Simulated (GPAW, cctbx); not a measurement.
## Bonding in MgGaB4 as X-rays see it

Question: by how much does bonding change the X-ray structure factors of MgGaB4, how firmly does DFT give the change, and what does a routine refinement make of it?

The start was made by putting kin elements into a known structure type; the compound need not exist, or be stable, in this form. All numbers below are calculated.

### 1. Relax the structure

The density hangs on the geometry, so cell and atoms are relaxed first, with the symmetry held. The cutoff is set higher than for the density because stress converges slowly with plane waves.

Settings: GPAW 26.7.0, PBE, 670 eV, 7×7×3 k-points (along the axes of the calculation cell), Fermi–Dirac width 0.1 eV, BFGS to 0.03 eV/Å.

```text
cell
1.0
     3.016000000    0.000000000    0.000000000
    -1.508000000    2.611932618    0.000000000
     0.000000000    0.000000000    6.794000000
Ga Mg B
1 1 4
Direct
0.000000000 0.000000000 0.000000000
0.000000000 0.000000000 0.500000000
0.666666667 0.333333333 0.771900000
0.333333333 0.666666667 0.228100000
0.333333333 0.666666667 0.771900000
0.666666667 0.333333333 0.228100000
```

```console
$ OMP_NUM_THREADS=1 mpirun -n 4 gpaw python run.py > gpaw.log
```

```text
BFGS:    0      -30.331883        0.952098
BFGS:    1      -30.404213        0.827157
BFGS:    2      -30.674590        0.205531
BFGS:    3      -30.685737        0.092441
BFGS:    4      -30.686420        0.063324
BFGS:    5      -30.686784        0.046331
BFGS:    6      -30.687526        0.032894
BFGS:    7      -30.687964        0.014860
cell  3.0865 3.0865 6.8807  90.00 90.00 120.00
volume 56.765 A^3, largest force 0.015 eV/A, largest stress 0.13 GPa
```

After 7 steps the volume has changed by +6.1 % and the energy by -0.356 eV; the largest stress left is 0.13 GPa. It took 33 s on 4 cores of Arm Neoverse V1 (shared host), peak memory 0.82 GiB.

Relaxed structure: P6/mmm (no. 191), a = 3.0865 Å, b = 3.0865 Å, c = 6.8807 Å, α = 90.00°, β = 90.00°, γ = 120.00°.

| atom | mult. | x | y | z |
| --- | --- | --- | --- | --- |
| Ga1 | 1 | 0 | 0 | 0 |
| Mg1 | 1 | 0 | 0 | 1/2 |
| B1 | 4 | 2/3 | 1/3 | 0.7530 |

### 2. Density and charge transfer

X-rays see the whole electron density, so the PAW density is rebuilt with its core regions. Subtracting spherical free atoms from the same code cancels the cores and leaves the deformation density Δρ, the part due to bonding.

Settings: PBE, 550 eV, 9×9×4 k-points (along the axes of the calculation cell), Fermi–Dirac width 0.1 eV; primitive cell of 6 atoms.

```console
$ OMP_NUM_THREADS=1 mpirun -n 4 gpaw python run.py > gpaw.log
```

```text
|iter:   1|       0s |  -33.779656 | +0.19 |       |
|iter:   2|       0s |  -33.165057 | -1.58 | -0.82 |
|iter:   3|       1s |  -30.786731 | -0.50 | -0.87 |
...
|iter:   7|       4s |  -30.705566c| -4.96 | -3.15 |
|iter:   8|       4s |  -30.705569c| -6.25 | -3.71 |
|iter:   9|       5s |  -30.705570c| -7.46c| -4.37c|
```

```text
grid (36, 36, 80)  electrons 63.000  moved by bonding 1.157 e
deformation density beyond 0.5 A of the nuclei: max 0.229, min -0.115 e/A^3
atom        x       y       z   Voronoi charge  moment
Ga1    0.0000  0.0000  0.0000      0.410       0.00
Mg2    0.0000  0.0000  0.5000      0.430       0.00
B 3    0.6667  0.3333  0.7530     -0.210       0.00
B 4    0.3333  0.6667  0.2470     -0.210       0.00
B 5    0.3333  0.6667  0.7530     -0.210       0.00
B 6    0.6667  0.3333  0.2470     -0.210       0.00
mean inner potential of superposed free atoms 19.933 V
total magnetic moment 0.000 muB
```

Deformation density in a plane through the shortest contact of the B atom at the origin, in 0.01 e/Å³ (clipped at ±99); x from -1.6 to 3.4 Å, y from 2.4 down to -2.4 Å:

```text
 -1   0   8  20  20   8   0   2   2   0   8  20  20   8   0  -1
  8   3  11  19  14   5  -2  -4  -4  -2   5  14  18  11   3   8
 21   .   .   .   2  -1  -4  -6  -6  -4  -1   2   .   .   .  21
 13   7   .   .  10   3  -2  -5  -5  -2   3  10   .   .   7  13
  1   0   9  21  20   8   0   0   0   0   8  20  21   8   0   1
 -4  -2   4  12  18   .   5  11  11   5   .  18  12   4  -2  -4
 -6  -4  -1   2   .   .   .  21  21   .   .   .   2  -1  -4  -6
 -4  -2   4  12  18   .   5  11  11   5   .  18  12   4  -2  -4
  1   0   8  21  20   8   0   0   0   0   8  20  21   9   0   1
 13   7   .   .  10   3  -2  -5  -5  -2   3  10   .   .   7  13
 21   .   .   .   2  -1  -4  -6  -6  -4  -1   2   .   .   .  21
  8   3  11  18  14   5  -2  -4  -4  -2   5  14  19  11   3   8
 -1   0   8  20  20   8   0   2   2   0   8  20  20   8   0  -1
```

Atoms in or within 0.15 Å of the plane: B (2.7, -1.5), B (2.7, 1.5), B (0.0, 0.0), B (1.8, 0.0), B (-0.9, -1.5), B (-0.9, 1.5) Å. Dots mark points within about 0.45 Å of a nucleus; large values next to them are atomic features.

B gains most (-0.21 e) and Mg loses most (+0.43 e), as electronegativity suggests. Such charges fall far short of formal ones, since overlapping free atoms already put density on their neighbours. Along the shortest contact from the B atom at the map's origin, B–B at 1.78 Å, Δρ is +0.23 e/Å³ at the midpoint: a bond charge, the mark of covalency. At the midpoints of other shortest contacts it is 0.00 (Ga–B, 2.46 Å), -0.01 (Mg–B, 2.49 Å), -0.01 (Ga–Ga, 3.09 Å) and -0.03 (Mg–Mg, 3.09 Å) e/Å³. Point values carry grid noise of about 0.01 e/Å³. The run needed 9 iterations, 12 s.

### 3. From the density to structure factors

The Fourier components of Δρ, added to those of the free atoms, give the static X-ray structure factors; the Mott–Bethe relation turns them into the Fourier components V of the potential that fast electrons feel.

```text
static structure factors of the conventional cell: F in electrons, V (Mott-Bethe) in volts
   h  k  l      d  |F| table  |F| free   |F| DFT   change   |V| free  |V| DFT  change %
   0  0  1  6.8807    18.930    18.892    18.883   -0.009     1.859    1.893      1.8
   0  0  2  3.4404    23.015    23.064    21.856   -1.207     0.047    1.107   2251.4
   1  0  0  2.6730    28.632    28.606    28.044   -0.562     2.535    2.859     12.8
   1  0  1  2.4916    16.076    16.059    16.050   -0.008     1.379    1.384      0.3
   0  0  3  2.2936    15.230    15.194    15.281    0.087     1.135    1.098     -3.3
   1  0  2  2.1108    36.606    36.526    36.758    0.232     5.924    5.840     -1.4
   1  0  3  1.7406    14.551    14.470    14.436   -0.034     1.247    1.255      0.7
   0  0  4  1.7202    37.440    37.329    37.629    0.300     6.120    6.048     -1.2
   1  1  0  1.5432    35.366    35.252    34.977   -0.276     5.336    5.389      1.0
   1  1  1  1.5058    13.530    13.456    13.438   -0.018     1.084    1.088      0.3
   1  0  4  1.4465    23.247    23.116    23.043   -0.073     1.675    1.687      0.7
   1  1  2  1.4081    19.305    19.175    19.390    0.215     0.615    0.580     -5.6
   0  0  5  1.3761    13.431    13.373    13.364   -0.009     1.149    1.151      0.1
   2  0  0  1.3365    22.118    22.006    22.421    0.415     1.586    1.526     -3.8
```

The largest X-ray change is -1.21 e on 002, 5.2 % of |F|. For electrons V goes as (Z − F)/g², so a change of F counts against Z − F, which is small at low angle and wherever the atoms' terms cancel: |V| of 100 moves by +12.8 % (2.54 to 2.86 V) against -2.0 % in |F|. The last three rows still change by up to 0.41 e; the table stops while the angles are still low. The tabulated Hartree–Fock atoms differ from the free DFT atoms by up to 0.13 e, so the choice of reference atom matters too.

### 4. Which functional?

The same geometry is run with other functionals, to see whether the bonding signal is larger than the spread between approximations. Free atoms are LDA for LDA and PBE otherwise; meta-GGAs and hybrids keep PBE cores. Any other changed setting is in the row's label.

| run | ΔF 002 (e) | ΔF 100 (e) | ΔF 004 (e) | q(B) (e) | moved (e) | time |
| --- | --- | --- | --- | --- | --- | --- |
| PBE | -1.207 | -0.562 | +0.300 | -0.210 | 1.157 | 12 s |
| LDA | -1.227 | -0.559 | +0.328 | -0.208 | 1.161 | 11 s |
| r2SCAN | -1.228 | -0.576 | +0.249 | -0.221 | 1.214 | 26 s |

At the base's settings ΔF(002) spans -1.228 to -1.207 e, a spread of 2 % of the PBE value; over the three listed reflections the spread is at most 26 %, so the sign holds and the size hangs on the functional. Times are from shared hosts.

### 5. What a spherical-atom refinement makes of it

Routine crystallography fits spherical atoms. To see the bias, intensities are simulated from tabulated atoms plus the DFT change ΔF, so that bonding alone can misfit (3760 reflections of the full sphere, merged to the counts below, to 0.4 Å, 0.5 % proportional noise plus counting noise, assumed isotropic U as listed, Δρ smeared by the mean U) and refined with cctbx over different ranges.

```
                    range  data      R1  GooF  U Ga1 (true 0.0054)  U Mg1 (true 0.0072)  U B1 (true 0.0088)  largest shift (Å)  Δρ max, min (e/Å³)
                 all data   243  0.0048  2.19               0.0054               0.0072              0.0090             0.0002         0.22, -0.14
 low resolution, d > 0.84    38  0.0075  5.03               0.0051               0.0070              0.0084             0.0011         0.19, -0.13
     high order, d < 0.75   193  0.0031  0.96               0.0054               0.0072              0.0091             0.0004         0.10, -0.08
occupancies free, d > 0.7    61  0.0055  3.74               0.0053               0.0070              0.0101             0.0002         0.19, -0.15
```

With all data GooF is 2.19, so the misfit of spherical atoms stands above the noise; the top residual peak lies 0.89 Å from B and 0.89 Å from B, between them. No U is off by more than 3 s.u. at low resolution. With Ga1 held at 1 and the scale free, the other occupancies refine to Mg1 0.996(0.005) and B1 1.035(0.010), on sites that are all full: they absorb part of the misfit, and only ratios to the fixed site mean anything.

### 6. Answer

Bonding moves 1.16 e in the primitive cell of MgGaB4 and changes the structure factors of the conventional cell in the table above by at most 1.21 e (002, 5.2 %). The shortest bond, B–B, has Δρ = +0.23 e/Å³ at its midpoint, a covalent bond charge. At the base's settings ΔF(002) spans -1.228 to -1.207 e, a spread of 2 % of the PBE value; over the three listed reflections the spread is at most 26 %, so the sign holds and the size hangs on the functional. With all data GooF is 2.19, so the misfit of spherical atoms stands above the noise. Limits: static density, frozen cores, no spin–orbit coupling.

[Outputs are excerpts: Python notices, other lines and further rows are left out; steps that failed or that the build refused (PBEsol, TPSS) are not shown.]

[Logs are printed without paths, hosts, clocks, repeated set-up lines and the standing remarks that a program may print on its own settings, such as how far it seeks lower states.]
